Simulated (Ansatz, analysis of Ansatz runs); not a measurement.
**Bond-centred H+ along c in ZnO: local vibrational mode against experiment**

How near does this set-up come to the measured local vibrational mode? Subject: bond-centred H+ along c in ZnO. Set-up: r2SCAN, 72-site cell, r2SCAN lattice, 500 eV, k: the single point 1/4 1/4 1/4, anharmonic cut along the mode. The model is a cell of 72 host atoms with 1 H put in. The frequencies come from force constants among the defect atom and its neighbours, with the masses of the isotopes named. A meta-GGA costs about twice a GGA and mends lattice constants and part of the gap.

**The experiment.** O-H stretch, 1H: 3611.3 cm⁻¹ at 10 K, by IR absorption (quoted in “Hydrogen and Related Defects in Oxide Semiconductors”, 2012, M. C. Tarun, 2012 (Ph.D. dissertation, Washington State University), quoting earlier work (2002)). O-D stretch, 2H: 2668 cm⁻¹ at 9 K, by FTIR absorption (quoted in “Hydrogen-related defects in hydrothermally grown ZnO studied by Fourier Transform Infrared Spectroscopy”, 2010, Halvard Haug, quoting earlier work (2005)).

Main program and level: Ansatz 0.2.0; plane-wave PAW DFT, r2SCAN; relaxation of all atoms of a defect supercell.

## (1) Starting point

The cell holds 73 atoms: 36 Zn, 36 O and 1 H. Its edges and angles: a = 9.706 Å, b = 9.706 Å, c = 10.422 Å, α = 90.0°, β = 90.0°, γ = 120.0°. It derives from ZnO (space group P6_3mc). Nearest the centre at fractional (0.444, 0.556, 0.369): H73 at 0.00 Å, O36 at 0.99 Å, Zn33 at 1.69 Å, Zn14 at 2.32 Å, Zn46 at 2.32 Å, Zn38 at 2.32 Å, O11 at 2.64 Å, O43 at 2.64 Å. The cell carries charge +1.

The host's primitive cell comes from a first run (plane-wave PAW DFT, r2SCAN; relaxation of the host's cell and atoms): vectors of 3.235, 3.235 and 5.211 Å. That is 11.81 Å³ an atom, 0.8 % under the diffraction cell's volume. The supercell is built on it.

## (2) Relaxation, charge +1

Every later number rests on the structure around the defect, so the atoms are relaxed at the host's lattice first.

Input file relax/input.yaml:

```yaml
relax:
  f_tol: 0.01
  max_steps: 80
  random_displacement: { amplitude: 0.02, seed: 967 }
crystal:
  lattice:
    - [9.70585879, 0.0, 0.0]
    - [-4.8529294, 8.40552028, 0.0]
    - [0.0, 0.0, 10.42205777]
  atoms:
    - { symbol: Zn, position: [0.111111111, 0.222222222, 0.249833671] }
    - { symbol: Zn, position: [0.222222222, 0.111111111, -0.000166329] }
    - { symbol: O, position: [0.222222222, 0.111111111, 0.189671329] }
    - { symbol: O, position: [0.111111111, 0.222222222, 0.439671329] }
    - { symbol: Zn, position: [0.111111111, 0.222222222, 0.749833671] }
    - { symbol: Zn, position: [0.222222222, 0.111111111, 0.499833671] }
    - { symbol: O, position: [0.222222222, 0.111111111, 0.689671329] }
    - { symbol: O, position: [0.111111111, 0.222222222, 0.939671329] }
    - { symbol: Zn, position: [0.111111111, 0.555555556, 0.249833671] }
    - { symbol: Zn, position: [0.222222222, 0.444444444, -0.000166329] }
    - { symbol: O, position: [0.222222222, 0.444444444, 0.189671329] }
    - { symbol: O, position: [0.111111111, 0.555555556, 0.439671329] }
    - { symbol: Zn, position: [0.111111111, 0.555555556, 0.749833671] }
    - { symbol: Zn, position: [0.222222222, 0.444444444, 0.499833671] }
    - { symbol: O, position: [0.222222222, 0.444444444, 0.689671329] }
    - { symbol: O, position: [0.111111111, 0.555555556, 0.939671329] }
    - { symbol: Zn, position: [0.111111111, 0.888888889, 0.249833671] }
    - { symbol: Zn, position: [0.222222222, 0.777777778, -0.000166329] }
    - { symbol: O, position: [0.222222222, 0.777777778, 0.189671329] }
    - { symbol: O, position: [0.111111111, 0.888888889, 0.439671329] }
    - { symbol: Zn, position: [0.111111111, 0.888888889, 0.749833671] }
    - { symbol: Zn, position: [0.222222222, 0.777777778, 0.499833671] }
    - { symbol: O, position: [0.222222222, 0.777777778, 0.689671329] }
    - { symbol: O, position: [0.111111111, 0.888888889, 0.939671329] }
    - { symbol: Zn, position: [0.444444444, 0.222222222, 0.249833671] }
    - { symbol: Zn, position: [0.555555556, 0.111111111, -0.000166329] }
    - { symbol: O, position: [0.555555556, 0.111111111, 0.189671329] }
    - { symbol: O, position: [0.444444444, 0.222222222, 0.439671329] }
    - { symbol: Zn, position: [0.444444444, 0.222222222, 0.749833671] }
    - { symbol: Zn, position: [0.555555556, 0.111111111, 0.499833671] }
    - { symbol: O, position: [0.555555556, 0.111111111, 0.689671329] }
    - { symbol: O, position: [0.444444444, 0.222222222, 0.939671329] }
    - { symbol: Zn, position: [0.444444444, 0.555555556, 0.206656017] }
    - { symbol: Zn, position: [0.555555556, 0.444444444, -0.000166329] }
    - { symbol: O, position: [0.555555556, 0.444444444, 0.189671329] }
    - { symbol: O, position: [0.444444444, 0.555555556, 0.463658915] }
    - { symbol: Zn, position: [0.444444444, 0.555555556, 0.749833671] }
    - { symbol: Zn, position: [0.555555556, 0.444444444, 0.499833671] }
    - { symbol: O, position: [0.555555556, 0.444444444, 0.689671329] }
    - { symbol: O, position: [0.444444444, 0.555555556, 0.939671329] }
    - { symbol: Zn, position: [0.444444444, 0.888888889, 0.249833671] }
    - { symbol: Zn, position: [0.555555556, 0.777777778, -0.000166329] }
    - { symbol: O, position: [0.555555556, 0.777777778, 0.189671329] }
    - { symbol: O, position: [0.444444444, 0.888888889, 0.439671329] }
    - { symbol: Zn, position: [0.444444444, 0.888888889, 0.749833671] }
    - { symbol: Zn, position: [0.555555556, 0.777777778, 0.499833671] }
    - { symbol: O, position: [0.555555556, 0.777777778, 0.689671329] }
    - { symbol: O, position: [0.444444444, 0.888888889, 0.939671329] }
    - { symbol: Zn, position: [0.777777778, 0.222222222, 0.249833671] }
    - { symbol: Zn, position: [0.888888889, 0.111111111, -0.000166329] }
    - { symbol: O, position: [0.888888889, 0.111111111, 0.189671329] }
    - { symbol: O, position: [0.777777778, 0.222222222, 0.439671329] }
    - { symbol: Zn, position: [0.777777778, 0.222222222, 0.749833671] }
    - { symbol: Zn, position: [0.888888889, 0.111111111, 0.499833671] }
    - { symbol: O, position: [0.888888889, 0.111111111, 0.689671329] }
    - { symbol: O, position: [0.777777778, 0.222222222, 0.939671329] }
    - { symbol: Zn, position: [0.777777778, 0.555555556, 0.249833671] }
    - { symbol: Zn, position: [0.888888889, 0.444444444, -0.000166329] }
    - { symbol: O, position: [0.888888889, 0.444444444, 0.189671329] }
    - { symbol: O, position: [0.777777778, 0.555555556, 0.439671329] }
    - { symbol: Zn, position: [0.777777778, 0.555555556, 0.749833671] }
    - { symbol: Zn, position: [0.888888889, 0.444444444, 0.499833671] }
    - { symbol: O, position: [0.888888889, 0.444444444, 0.689671329] }
    - { symbol: O, position: [0.777777778, 0.555555556, 0.939671329] }
    - { symbol: Zn, position: [0.777777778, 0.888888889, 0.249833671] }
    - { symbol: Zn, position: [0.888888889, 0.777777778, -0.000166329] }
    - { symbol: O, position: [0.888888889, 0.777777778, 0.189671329] }
    - { symbol: O, position: [0.777777778, 0.888888889, 0.439671329] }
    - { symbol: Zn, position: [0.777777778, 0.888888889, 0.749833671] }
    - { symbol: Zn, position: [0.888888889, 0.777777778, 0.499833671] }
    - { symbol: O, position: [0.888888889, 0.777777778, 0.689671329] }
    - { symbol: O, position: [0.777777778, 0.888888889, 0.939671329] }
    - { symbol: H, position: [0.444444001, 0.555555999, 0.368595329] }
total_charge: 1
basis:
  ecutwfc: 500
  xc_grid: 2
hamiltonian:
  xc: r2scan
kpoints:
  mp_grid: { grid: [1, 1, 1], shift: [0.25, 0.25, 0.25] }
scf:
  occupations: { method: fermi_dirac, width: 0.01 }
  max_iter: 120
output:
  forces: true
checkpoint:
  write: "../relax.run"
  compress: false
  write_wavefunctions: true
  write_every: 100000
```

Run with:

```bash
> ansatz run input.yaml --threads 2 --pin off --max-ram 4710MiB --backend cpu --events-out ev --progress --plain --runs-dir out
```

Numbers of over 12 decimals in the logs are rounded to 6 here.

Log:

```text
[... repeated set-up lines and file paths are left out, and long positions are rounded to six places ...]
Engine: ansatz 0.2.0, aarch64-unknown-linux-gnu
Pseudopotentials: kind: paw
Pseudopotential: Zn, paw, valence charge 12, recommended cutoff 500 eV (meta_gga), Zn.paw.azcp
Pseudopotential: O, paw, valence charge 6, recommended cutoff 500 eV (meta_gga), O.paw.azcp
Pseudopotential: H, paw, valence charge 1, recommended cutoff 500 eV (meta_gga), H.paw.azcp
Functional definition: r2SCAN
  parameter k0 = 0.174
  parameter k1 = 0.065
  parameter a1 = 4.9479
  exchange = r2scan_x(k0 = k0, k1 = k1, a1 = a1)
  correlation = r2scan_c
Crystal: 73 atoms, lattice volume = 850.261 Å³
Basis set: ecut = 500 eV, 21585 PW (Γ), exchange–correlation on 144×144×160 points (8 copies of the dense FFT grid, shifted against one another)
Bands: 397, of which v1, the nominal top of the filled ones, is band 324 counted from 1 (323 counted from 0)
Symmetry: 1 space group operations
k-points: 1
Non-local potential: Zn, projectors of the file, l = 0: 2, l = 1: 2, l = 2: 3, l = 3: 1
Non-local potential: O, projectors of the file, l = 0: 2, l = 1: 2, l = 2: 1
Non-local potential: H, projectors of the file, l = 0: 2, l = 1: 1
PAW form: soft (Blöchl's): semilocal exchange-correlation on the pseudo side does not see the compensation charge
PAW frozen core: Zn, regenerated for the run's functional (the file was generated under x = pbe(κ = 0.804, μ = 0.219515), c = pbe(β = 0.066725))
PAW frozen core: O, regenerated for the run's functional (the file was generated under x = pbe(κ = 0.804, μ = 0.219515), c = pbe(β = 0.066725))
PAW one-centre angular grid: Zn, 590 points (default); XC on 261 of its mesh's 2673 points in the sphere
PAW one-centre angular grid: O, 302 points (default); XC on 160 Gauss nodes
PAW one-centre angular grid: H, 302 points (default); XC on 160 Gauss nodes
Initial density: superposition of atomic densities (neutral atoms scaled as one to the charged cell's electrons: chi_scale 0, normalization atom), corrected by the library's trained network
Initial wavefunctions: pseudopotential atomic-orbital guess
Functional: x = r2scan, c = r2scan; τ floored in thin density (d = 2e-4 eV/Å³)
SCF iter   1: F=—  HF=-140240.965232 eV  |F-HF|=—  |Δ(HF+E_count)|=         —  Δρ=2.72e-2  dr2=3.21e0  dr2_τ=1.84e0  ethr=1.77e-3  ⟨swp⟩=6.0  Hψ=1663  notcnv=0  defer=6
preconditioner: auto → Resta (q_TF=auto, 2.608 Å⁻¹)  ε∞=6.5  [insulator: Δε(μ)=2.786 eV  Ē_g=13.829 eV  σ=0.010 eV  W_gap=1.00  n_scr=242 (ndim 8)  ℏωp=32.4 eV  f_vac=0.033  D(μ)=0.00/eV (n_scr^D=0)  ε∞_Penn≈6.5]
SCF iter   2: F=—  HF=-140240.795774 eV  |F-HF|=—  |Δ(HF+E_count)|=   1.69e-1  Δρ=5.76e-3  dr2=2.41e-1  dr2_τ=1.85e-2  ethr=4.95e-4  ⟨swp⟩=2.0  Hψ=751  notcnv=0  defer=66
SCF iter   3: F=—  HF=-140240.687641 eV  |F-HF|=—  |Δ(HF+E_count)|=   1.08e-1  Δρ=5.61e-3  dr2=1.58e-1  dr2_τ=4.19e-3  ethr=3.72e-5  ⟨swp⟩=2.0  Hψ=625  notcnv=0  defer=66
SCF iter   4: F=—  HF=-140240.641343 eV  |F-HF|=—  |Δ(HF+E_count)|=   4.63e-2  Δρ=8.24e-4  dr2=4.87e-3  dr2_τ=5.17e-4  ethr=2.43e-5  ⟨swp⟩=2.0  Hψ=626  notcnv=0  defer=66
SCF iter   5: F=—  HF=-140240.645311 eV  |F-HF|=—  |Δ(HF+E_count)|=   3.97e-3  Δρ=4.70e-4  dr2=1.23e-3  dr2_τ=9.81e-5  ethr=7.52e-7  ⟨swp⟩=2.0  Hψ=662  notcnv=0  defer=66
SCF iter   6: F=—  HF=-140240.646728 eV  |F-HF|=—  |Δ(HF+E_count)|=   1.42e-3  Δρ=2.97e-4  dr2=4.63e-4  dr2_τ=1.57e-5  ethr=1.89e-7  ⟨swp⟩=3.0  Hψ=669  notcnv=0  defer=66
SCF iter   7: F=—  HF=-140240.646411 eV  |F-HF|=—  |Δ(HF+E_count)|=   3.17e-4  Δρ=6.51e-5  dr2=3.88e-5  dr2_τ=1.09e-6  ethr=7.14e-8  ⟨swp⟩=3.0  Hψ=793  notcnv=0  defer=66
SCF iter   8: F=—  HF=-140240.646436 eV  |F-HF|=—  |Δ(HF+E_count)|=   2.58e-5  Δρ=3.94e-5  dr2=1.11e-5  dr2_τ=1.49e-6  ethr=5.99e-9  ⟨swp⟩=3.0  Hψ=656  notcnv=0  defer=66
SCF iter   9: F=-140240.646435 eV  HF=-140240.646436 eV  |F-HF|=5.48e-7  |Δ(HF+E_count)|=   5.68e-7  Δρ=1.14e-5  dr2=1.41e-6  dr2_τ=5.05e-8  ethr=3.86e-10  ⟨swp⟩=3.0  Hψ=1591  notcnv=0
SCF 1 converged in 9 iterations: F = -140240.646435 eV  dr2 = 1.41e-6
  greatest PAW one-centre occupation: 0.988 electrons in one spin orbital (limit 2), on the Zn atom at site 32 (counted from 0), in its partial waves of l = 2
relax step   1: F+E_penalty+E_count = -140240.64643530 eV  Δ(F+E_penalty+E_count) = +0.000e0 eV  max|allowed force component| = 1.730e0 eV/Å  Δτ_max = 0.0000 Å  (9 SCF iters, dr2 threshold 2.50e-6 eV, accepted)
[... the SCF cycles and remarks between the steps are left out from here to the last step ...]
relax step   2: F+E_penalty+E_count = -140241.26278928 eV  Δ(F+E_penalty+E_count) = -6.164e-1 eV  max|allowed force component| = 1.024e0 eV/Å  Δτ_max = 0.1047 Å  (6 SCF iters, dr2 threshold 1.00e-4 eV, accepted)
relax step   3: F+E_penalty+E_count = -140241.59842269 eV  Δ(F+E_penalty+E_count) = -3.356e-1 eV  max|allowed force component| = 1.561e0 eV/Å  Δτ_max = 0.2000 Å  (7 SCF iters, dr2 threshold 6.55e-5 eV, accepted)
relax step   4: F+E_penalty+E_count = -140241.66795408 eV  Δ(F+E_penalty+E_count) = -6.953e-2 eV  max|allowed force component| = 1.802e-1 eV/Å  Δτ_max = 0.0719 Å  (6 SCF iters, dr2 threshold 1.00e-4 eV, accepted)
relax step   5: F+E_penalty+E_count = -140241.67088972 eV  Δ(F+E_penalty+E_count) = -2.936e-3 eV  max|allowed force component| = 4.065e-2 eV/Å  Δτ_max = 0.0146 Å  (6 SCF iters, dr2 threshold 2.03e-6 eV, accepted)
relax step   6: F+E_penalty+E_count = -140241.67114719 eV  Δ(F+E_penalty+E_count) = -2.575e-4 eV  max|allowed force component| = 1.603e-2 eV/Å  Δτ_max = 0.0083 Å  (8 SCF iters, dr2 threshold 1.03e-7 eV, accepted)
SCF iter   1: F=—  HF=-140241.670435 eV  |F-HF|=—  |Δ(HF+E_count)|=         —  Δρ=4.08e-4  dr2=6.09e-4  dr2_τ=2.82e-3  ethr=1.07e-6  ⟨swp⟩=5.0  Hψ=1103  notcnv=0  defer=63
SCF iter   2: F=—  HF=-140241.670667 eV  |F-HF|=—  |Δ(HF+E_count)|=   2.32e-4  Δρ=1.99e-4  dr2=1.23e-4  dr2_τ=5.97e-6  ethr=9.39e-8  ⟨swp⟩=3.0  Hψ=756  notcnv=0  defer=67
SCF iter   3: F=—  HF=-140241.670648 eV  |F-HF|=—  |Δ(HF+E_count)|=   1.86e-5  Δρ=3.00e-5  dr2=4.64e-6  dr2_τ=7.84e-7  ethr=1.90e-8  ⟨swp⟩=2.0  Hψ=629  notcnv=0  defer=67
SCF iter   4: F=—  HF=-140241.671327 eV  |F-HF|=—  |Δ(HF+E_count)|=   6.79e-4  Δρ=1.67e-5  dr2=1.54e-6  dr2_τ=1.38e-7  ethr=7.16e-10  ⟨swp⟩=3.0  Hψ=838  notcnv=0  defer=67
SCF iter   5: F=—  HF=-140241.671327 eV  |F-HF|=—  |Δ(HF+E_count)|=   2.01e-7  Δρ=5.85e-6  dr2=3.07e-7  dr2_τ=1.33e-8  ethr=2.38e-10  ⟨swp⟩=3.0  Hψ=765  notcnv=0  defer=67
SCF iter   6: F=-140241.671326 eV  HF=-140241.671326 eV  |F-HF|=2.86e-8  |Δ(HF+E_count)|=   2.27e-8  Δρ=2.46e-6  dr2=6.35e-8  dr2_τ=4.62e-9  ethr=1.54e-11  ⟨swp⟩=5.0  Hψ=1547  notcnv=0
SCF 7 converged in 6 iterations: F = -140241.671326 eV  dr2 = 6.35e-8
relax step   7: F+E_penalty+E_count = -140241.67132645 eV  Δ(F+E_penalty+E_count) = -1.793e-4 eV  max|allowed force component| = 2.660e-3 eV/Å  Δτ_max = 0.0038 Å  (6 SCF iters, accepted)
NSCF: frozen V_eff on 1 k-points
the band table was solved once a step of the walk had ended and its energy, with any forces and stress, was formed, with the checks that follow a solve (1284 applications of the Hamiltonian). They found nothing against the state; [...]
iter 1 solved again at ethr=9.85e-12 eV; its pass at ethr=3.10e-3 eV (dr2=6.38e-8 eV) is discarded
SCF iter   1: F=—  HF=-140241.671326 eV  |F-HF|=—  |Δ(HF+E_count)|=         —  Δρ=2.46e-6  dr2=6.35e-8  dr2_τ=4.61e-9  ethr=9.85e-12  ⟨swp⟩=1.0  Hψ=1103  notcnv=0
SCF iter   2: F=-140241.671326 eV  HF=-140241.671326 eV  |F-HF|=3.26e-9  |Δ(HF+E_count)|=   3.67e-9  Δρ=1.19e-6  dr2=2.30e-8  dr2_τ=7.97e-10  ethr=9.80e-12  ⟨swp⟩=4.0  Hψ=1273  notcnv=0
SCF 8 converged in 2 iterations: F = -140241.671326 eV  dr2 = 2.30e-8
NSCF: frozen V_eff on 1 k-points
the band table was solved once a step of the walk had ended and its energy, with any forces and stress, was formed, with the checks that follow a solve (1092 applications of the Hamiltonian). They found nothing against the state; [...]
SCF converged after 2 iterations
Free energy (F): -140241.671326 eV
Harris-Foulkes:  -140241.671326 eV  (|F-HF|=3.26e-9)
Internal energy: -140241.671326 eV  (E = F + TS)
E sigma→0 (E₀):  -140241.671326 eV
Fermi energy:    8.186066 eV
--- Per-component energies (eV) ---
  E_band       = 886.371883
  E_kinetic    = 11037.899595
  E_local      = -72414.315492  (includes V_loc(G=0)·N_el)
  E_nonlocal   = 24160.751932
  E_hartree    = 29904.070286
  E_xc         = -7072.467553
  E_vxc        = -5687.857840  (∫ρ·V_xc dr)
  E_paw        = -72517.773167  (= ΣΔE_a)
  E_vpaw       = -16363.246353  (= ΣTr[D̂ρ^β])
  E_aug_tail   = 0.032763  (compensation charges beyond the density's cutoff)
  E_vtau       = 344.964494  (kinetic-family band-sum trace: ∫τ·v_τ [+ j·A + Jᵃ·Aᵃ] dr)
  E_ewald      = -53332.145544
  E_core_change = -7.724147  (= ΣΔE_core)
  E_smearing   = -0.000000  (= −TS)
  E_closure    = 0.000000  (closes the sum)
  E_deformation_potential = 14.206052  (in the stress; not in F)
  Σ components = -140241.671326   (vs F -140241.671326, Δ=0.00e0)
--- Forces (eV/Å), atoms counted from 1 ---
  atom   1  Zn     0.00001526     0.00083886    -0.00222012
  atom   2  Zn    -0.00053833    -0.00001856    -0.00208145
  [... 8 atoms left out ...]
  atom  11  O     -0.00101444    -0.00009994    -0.00133094
  atom  12  O      0.00069773    -0.00045636    -0.00187724
  [... 1 atom left out ...]
  atom  14  Zn    -0.00041797    -0.00026295    -0.00278627
  [... 18 atoms left out ...]
  atom  33  Zn    -0.00086664    -0.00157429    -0.00052887
  [... 1 atom left out ...]
  atom  35  O      0.00009924     0.00019308    -0.00082018
  atom  36  O     -0.00241749    -0.00086028    -0.00420759
  [... 1 atom left out ...]
  atom  38  Zn     0.00230484    -0.00186048    -0.00189220
  [... 4 atoms left out ...]
  atom  43  O     -0.00005826    -0.00040202    -0.00036261
  [... 2 atoms left out ...]
  atom  46  Zn    -0.00060268     0.00167128    -0.00261661
  [... 26 atoms left out ...]
  atom  73  H      0.00267716     0.00152987    -0.00023678
  max |Σ_I F_I| component: 1.42e-1 eV/Å
--- Band table (eV) ---
  k-point 0: bands = ["-14.0311", "-12.0535", "-11.9447", "-11.8958", [... 389 left out ...] "17.8251", "17.8430", "17.8863", "17.9330"]
--- Relaxed structure (7 steps of the walk, 7 accepted, 0 SCFs on fresh bases) ---
  F+E_penalty+E_count = -140241.67132645 eV   max|allowed force component| = 2.660e-3 eV/Å
  atoms:
    - { symbol: Zn, position: [0.110788, 0.221967, 0.250443] }
    - { symbol: Zn, position: [0.221487, 0.109166, 0.001013] }
    [... 8 atoms left out ...]
    - { symbol: O, position: [0.218073, 0.442561, 0.185634] }
    - { symbol: O, position: [0.112031, 0.555069, 0.440209] }
    [... 1 atom left out ...]
    - { symbol: Zn, position: [0.208232, 0.437137, 0.510386] }
    [... 18 atoms left out ...]
    - { symbol: Zn, position: [0.444370, 0.555975, 0.172074] }
    [... 1 atom left out ...]
    - { symbol: O, position: [0.557308, 0.442659, 0.185549] }
    - { symbol: O, position: [0.444224, 0.555320, 0.463566] }
    [... 1 atom left out ...]
    - { symbol: Zn, position: [0.562505, 0.437352, 0.510173] }
    [... 4 atoms left out ...]
    - { symbol: O, position: [0.557514, 0.782212, 0.185493] }
    [... 2 atoms left out ...]
    - { symbol: Zn, position: [0.562535, 0.791293, 0.510162] }
    [... 26 atoms left out ...]
    - { symbol: H, position: [0.443460, 0.554968, 0.370995] }
```

Run time: 8.5 min. Hardware: 2 threads of Arm Neoverse V1, shared host; peak memory 2.8 GiB; 17 min of CPU time.

Relaxation path:

```csv
step,energy less that of the first step (eV),largest force component (eV/Å)
1,0.0000,1.7305
2,-0.6164,1.0237
3,-0.9520,1.5608
4,-1.0215,0.1802
5,-1.0245,0.0407
6,-1.0247,0.0160
7,-1.0249,0.0027
```

The atoms that moved most (Å, from the sites as typed, ahead of the random displacement):

```csv
atom,dx,dy,dz,length
Zn33,-0.002,0.003,-0.361,0.361
Zn38,0.103,-0.060,0.107,0.160
Zn14,-0.099,-0.061,0.110,0.160
Zn46,0.003,0.114,0.107,0.156
Zn34,0.104,-0.060,-0.092,0.151
Zn42,0.003,0.116,-0.094,0.149
Zn10,-0.097,-0.060,-0.092,0.147
O40,0.003,-0.001,0.144,0.144
```

Neighbours of H73 at the end:

| atom | distance (Å) |
| --- | --- |
| O36 | 0.965 |
| Zn33 | 2.073 |
| Zn14 | 2.454 |
| Zn46 | 2.460 |
| Zn38 | 2.462 |
| O11 | 2.706 |
| O35 | 2.711 |
| O43 | 2.718 |

This step gave:

| Property | Result |
| --- | --- |
| free energy | -140241.6713 eV |

The relaxation ends 14 meV an atom lower than the displaced start, with a largest force component of 0.0027 eV/Å.

[end of part 1 of 2]

[Logs are printed without paths, hosts, clocks, repeated set-up lines and the standing remarks that a program may print on its own settings, such as how far it seeks lower states.]

[Hosts, paths, dates, database ids (printed as entryN), source tags and the programs' standing remarks are cut or masked in the printed files.]

[For some hosts the program warned that the k-mesh of the response run may be too coarse for force constants and the static dielectric constant; such warnings are not shown here.]
